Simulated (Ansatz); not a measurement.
# (NaCl)2(LiBr)1 [001] superlattice, started as rocksalt type: relaxing the cell for a phonon run

Task: relax (NaCl)2(LiBr)1 [001] superlattice, started as rocksalt type tightly.

Calculated with Ansatz 0.2.0; DFT PBEsol, scalar-relativistic, plane waves, PAW.

Report form: the programs' logs are mostly left out.

The structure was built from a prototype and need not be the compound's stable phase.

## 1. Set-up

It takes space group I4/mmm (No. 139, tetragonal). Conventional cell: a = 3.955 Å, b = 3.955 Å, c = 16.780 Å, α = 90.00°, β = 90.00°, γ = 90.00°. Nearest to Br lie 2 Na at 2.80 Å and 4 Li at 2.80 Å. Nearest to Cl lie 1 Li at 2.80 Å and 5 Na at 2.80 Å. Nearest to Li lie 2 Cl at 2.80 Å and 4 Br at 2.80 Å. Na has 1 Br at 2.80 Å and 5 Cl at 2.80 Å nearest. Farther neighbours and most contacts between anions are not listed.

Coordinates:

```cif
data_structure
_symmetry_space_group_name_H-M 'P 1'
_symmetry_Int_Tables_number 1
_cell_length_a 3.9551
_cell_length_b 3.9551
_cell_length_c 8.8438
_cell_angle_alpha 102.921
_cell_angle_beta 77.079
_cell_angle_gamma 90.000
_cell_volume 131.24
loop_
_atom_site_label
_atom_site_type_symbol
_atom_site_fract_x
_atom_site_fract_y
_atom_site_fract_z
_atom_site_occupancy
Br1 Br 0.16667 0.83333 0.66667 1
Cl2 Cl 0.50000 0.50000 0.00000 1
Cl3 Cl 0.83333 0.16667 0.33333 1
Li4 Li 0.66667 0.33333 0.66667 1
Na5 Na 0.00000 0.00000 0.00000 1
Na6 Na 0.33333 0.66667 0.33333 1
```

## 2. A coarse first look

A quick single point on a coarse mesh tells whether the cell has a gap and how far it is from rest, which sets the k mesh and smearing that follow.

The input, input.yaml:

```yaml
crystal:
  lattice:
    - [2.79667, 2.79667, 0.0]
    - [-2.79667, 2.79667, 0.0]
    - [2.79667, 0.0, 8.39]
  atoms:
    - { symbol: Br, position: [0.166667, 0.833333, 0.666667] }
    - { symbol: Cl, position: [0.5, 0.5, 0.0] }
    - { symbol: Cl, position: [0.833333, 0.166667, 0.333333] }
    - { symbol: Li, position: [0.666667, 0.333333, 0.666667] }
    - { symbol: Na, position: [0.0, 0.0, 0.0] }
    - { symbol: Na, position: [0.333333, 0.666667, 0.333333] }
kpoints:
  mp_grid: { grid: [6, 6, 6] }
hamiltonian:
  xc: pbesol
scf:
  occupations: { method: gaussian, width: 0.1 }
output:
  forces: true
  stress: true
  eigenvalues: true
```

On the command line:

```sh
$ ansatz run input.yaml --threads 4 --pin off --max-ram 14336MiB --backend cpu --events-out ev --progress --plain --runs-dir out
```

Run time: 1.8 s. Hardware: 4 threads of Arm Neoverse V2, shared host; peak memory 0.44 GiB.

This step gave:

```
pressure           : -0.4676 GPa
gap on the k-mesh  : 4.849 eV
volume per atom    : 21.87 Å³
direct gap on mesh : 4.855 eV
```

The coarse mesh shows a gap of 4.85 eV and a pressure of -0.5 GPa.

## 3. Relaxation

The cell and atoms are relaxed, since residual forces and stress would shift the frequencies.

input.yaml: that of step 2 with these lines changed.

```diff
@@ -17,3 +17,3 @@
 scf:
-  occupations: { method: gaussian, width: 0.1 }
+  occupations: { method: gaussian, width: 0.02 }
 output:
@@ -22 +22,6 @@
   eigenvalues: true
+relax:
+  adjacent_minimum: "off"
+  f_tol: 0.005
+  max_steps: 80
+  cell: { stress_tol: 0.05 }
```

Elapsed: 7.2 s, on 4 threads; peak memory 0.47 GiB.

The steps of the relaxation:

```csv
step,energy less that of the first step (eV),largest force component (eV/Å),pressure (GPa),volume (Å³)
1,0.0000,0.2197,-0.47,131.24
2,-0.0229,0.1712,-0.10,128.06
3,-0.0353,0.0030,-0.08,128.43
4,-0.0354,0.0007,-0.02,128.13
5*,-0.0353,0.0007,-0.02,128.13
```

Relaxation steps marked * repeat the geometry before them on a plane-wave basis chosen anew for their cell, so energy and pressure can jump there.

The run keeps the 16 symmetry operations that it works with, so distortions that break them were not tested.

```csv
"conventional cell, symmetrised",before,after,change
a (Å),3.955,3.919,-0.9 %
b (Å),3.955,3.919,-0.9 %
c (Å),16.780,16.688,-0.6 %
volume (Å³/atom),21.87,21.36,-2.4 %
```

The atoms that moved most (Å, as changes of fractional coordinates times the final cell):

```csv
atom,dx,dy,dz,length
Cl3,0.000,0.000,0.076,0.076
Cl2,0.000,0.000,-0.076,0.076
Na5,0.000,0.000,0.063,0.063
Na6,0.000,0.000,-0.063,0.063
```

The relaxed structure:

```cif
data_structure
_symmetry_space_group_name_H-M 'P 1'
_symmetry_Int_Tables_number 1
_cell_length_a 3.9187
_cell_length_b 3.9187
_cell_length_c 8.7919
_cell_angle_alpha 102.877
_cell_angle_beta 77.123
_cell_angle_gamma 90.000
_cell_volume 128.13
loop_
_atom_site_label
_atom_site_type_symbol
_atom_site_fract_x
_atom_site_fract_y
_atom_site_fract_z
_atom_site_occupancy
Br1 Br 0.16667 0.83333 0.66667 1
Cl2 Cl 0.50458 0.49542 0.99084 1
Cl3 Cl 0.82875 0.17125 0.34249 1
Li4 Li 0.66667 0.33333 0.66667 1
Na5 Na 0.99620 0.00380 0.00761 1
Na6 Na 0.33714 0.66286 0.32573 1
```

This step gave:

| Property | Result |
| --- | --- |
| pressure | -0.02051 GPa |
| gap on the k-mesh | 4.686 eV |
| volume per atom | 21.36 Å³ |
| direct gap on mesh | 4.798 eV |

In this step the volume went from 21.87 to 21.36 Å³/atom.

## 4. Relaxing to small forces for the phonons

Phonons need a cell at rest on their own settings, so the relaxation is repeated with tight tolerances on forces and stress, using the mesh and the filling of the phonon run that follows.

The input, input.yaml:

```yaml
crystal:
  lattice:
    - [2.7709679373, 2.7709679373, 0.0]
    - [-2.7709679373, 2.7709679373, 0.0]
    - [2.7709679373, 0.0, 8.3438277257]
  atoms:
    - { symbol: Br, position: [0.1666666667, 0.8333333333, 0.6666666667] }
    - { symbol: Cl, position: [0.5045802967, 0.4954197033, -0.0091605934] }
    - { symbol: Cl, position: [0.8287530366, 0.1712469634, 0.3424939268] }
    - { symbol: Li, position: [0.6666666667, 0.3333333333, 0.6666666667] }
    - { symbol: Na, position: [-0.0038029242, 0.0038029242, 0.0076058484] }
    - { symbol: Na, position: [0.3371362575, 0.6628637425, 0.325727485] }
kpoints:
  mp_grid: { grid: [8, 8, 8] }
hamiltonian:
  xc: pbesol
scf:
  occupations: { method: fixed }
output:
  forces: true
  stress: true
  eigenvalues: true
relax:
  adjacent_minimum: "off"
  f_tol: 0.001
  max_steps: 60
  cell: { stress_tol: 0.01 }
```

Elapsed: 11 s, on 4 threads; peak memory 0.53 GiB.

Relaxation path:

```csv
step,energy less that of the first step (eV),largest force component (eV/Å),pressure (GPa),volume (Å³)
1,0.0000,0.0008,-0.02,128.13
2,0.0000,0.0010,-0.01,128.05
3,-0.0001,0.0008,0.00,128.03
4*,-0.0001,0.0007,0.00,128.03
```

Relaxation steps marked * repeat the geometry before them on a plane-wave basis chosen anew for their cell, so energy and pressure can jump there.

Forces are held to the 16 operations that the run works with; a distortion that breaks them can't arise in this run.

```csv
"conventional cell, symmetrised",before,after,change
a (Å),3.919,3.915,-0.1 %
b (Å),3.919,3.915,-0.1 %
c (Å),16.688,16.707,+0.1 %
volume (Å³/atom),21.36,21.34,-0.1 %
```

The relaxed structure:

```xyz
6
Lattice="2.7683 2.7683 0.0000 -2.7683 2.7683 0.0000 2.7683 0.0000 8.3535" Properties=species:S:1:pos:R:3 pbc="T T T"
Br    0.0000    2.7683    5.5690
Cl    0.0000    2.7683   -0.0754
Cl    2.7683    2.7683    2.8599
Li    2.7683    2.7683    5.5690
Na    0.0000    0.0000    0.0633
Na    0.0000    2.7683    2.7212
```

This step gave:

```
pressure           : 0.001905 GPa
gap on the k-mesh  : 4.690 eV
volume per atom    : 21.34 Å³
direct gap on mesh : 4.805 eV
```

The largest force component left is 0.75 meV/Å and the pressure is 0.002 GPa, within the tolerances set. The cell now holds 21.34 Å³/atom.

## 5. Results

```
space group after relaxation (within 0.01 Å) : I4/mmm
lattice constant a                           : 3.915 Å
lattice constant b                           : 3.915 Å
lattice constant c                           : 16.707 Å
volume per atom                              : 21.3 Å³
gap on the k-mesh                            : 4.69 eV
```

The largest force component left is 0.75 meV/Å and the pressure is 0.002 GPa, within the tolerances set. The cell now holds 21.34 Å³/atom. The relaxation keeps the symmetry of its start, so it says nothing on stability against lower symmetry. The starting cell was built on a prototype and not taken from a measurement, so the phase need not exist.

[Logs are printed without paths, hosts, clocks, repeated set-up lines and the standing remarks that a program may print on its own settings, such as how far it seeks lower states.]

[Hosts, paths, dates, database ids (printed as entryN), source tags and the programs' standing remarks are cut or masked in the printed files.]
